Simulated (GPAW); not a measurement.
MgI2 (P-3m1): how ε∞ follows the gap

The empty bands of MgI2 (P-3m1) are shifted up rigidly by Δ, and ε∞ along x is computed for each shift. x, y and z are the Cartesian axes of the input cell.

Cell: a, b, c = 4.140, 4.140, 6.880 Å (primitive vectors), 3 atoms.

Method: GPAW 26.7.0, PBE, RPA, k-mesh 9×9×5, local fields up to 50 eV, Lorentzian half width 0.15 eV.

Launch of the response step: `OMP_NUM_THREADS=1 python df.py`. The series took 9.6 min in all, its band step included, on 1 thread of Arm Neoverse V2 (shared host).

| Δ (eV) | ε∞ along x |
| --- | --- |
| 0.00 | ? |
| 0.40 | 3.987 |
| 0.80 | 3.840 |
| 1.20 | 3.710 |
| 1.60 | 3.592 |
| 2.00 | 3.484 |

With one effective transition at E₀ and fixed dipole strength, ε∞ − 1 = A/(E₀ + Δ), so 1/(ε∞ − 1) is linear in Δ.

Working, on the rows shown:

| x = Δ (eV) | y = 1/(ε∞ − 1) |
| --- | --- |
| 0.4 | 0.334784 |
| 0.8 | 0.352113 |
| 1.2 | 0.369004 |
| 1.6 | 0.385802 |
| 2 | 0.402576 |

Means: x̄ = 1.2, ȳ = 0.36886. Σ(x − x̄)(y − ȳ) = 0.06771, Σ(x − x̄)² = 1.6. Slope = 0.06771 / 1.6 = 0.04232; intercept = ȳ − slope · x̄ = 0.31807. Turned back into ε∞ along x, the line misses the rows shown by at most 0.0019.

**Question.** Fill in the last column of the withheld row.

**Answer.** At x = 0 the line gives y = 0.31807, that is 4.144. The run gave 4.150, so the extrapolation is off by 0.0061, 0.9 % of the range in the table.

Refitted with all rows, the slope is 0.04254 and the intercept 0.31775. These give E₀ = intercept/slope = 7.5 eV, far above the least direct gap of 3.66 eV: most of the screening comes from transitions well over the edge. Over the first step ε∞ falls by 10 % per eV. The cell comes from an older database entry, whose edges can be off by a per cent or so. Excitons are left out; PBE gaps are as a rule too small. The values come from a sum over the points of one k-mesh and carry its error, which grows as the direct gap shrinks. Spin-orbit coupling is left out.
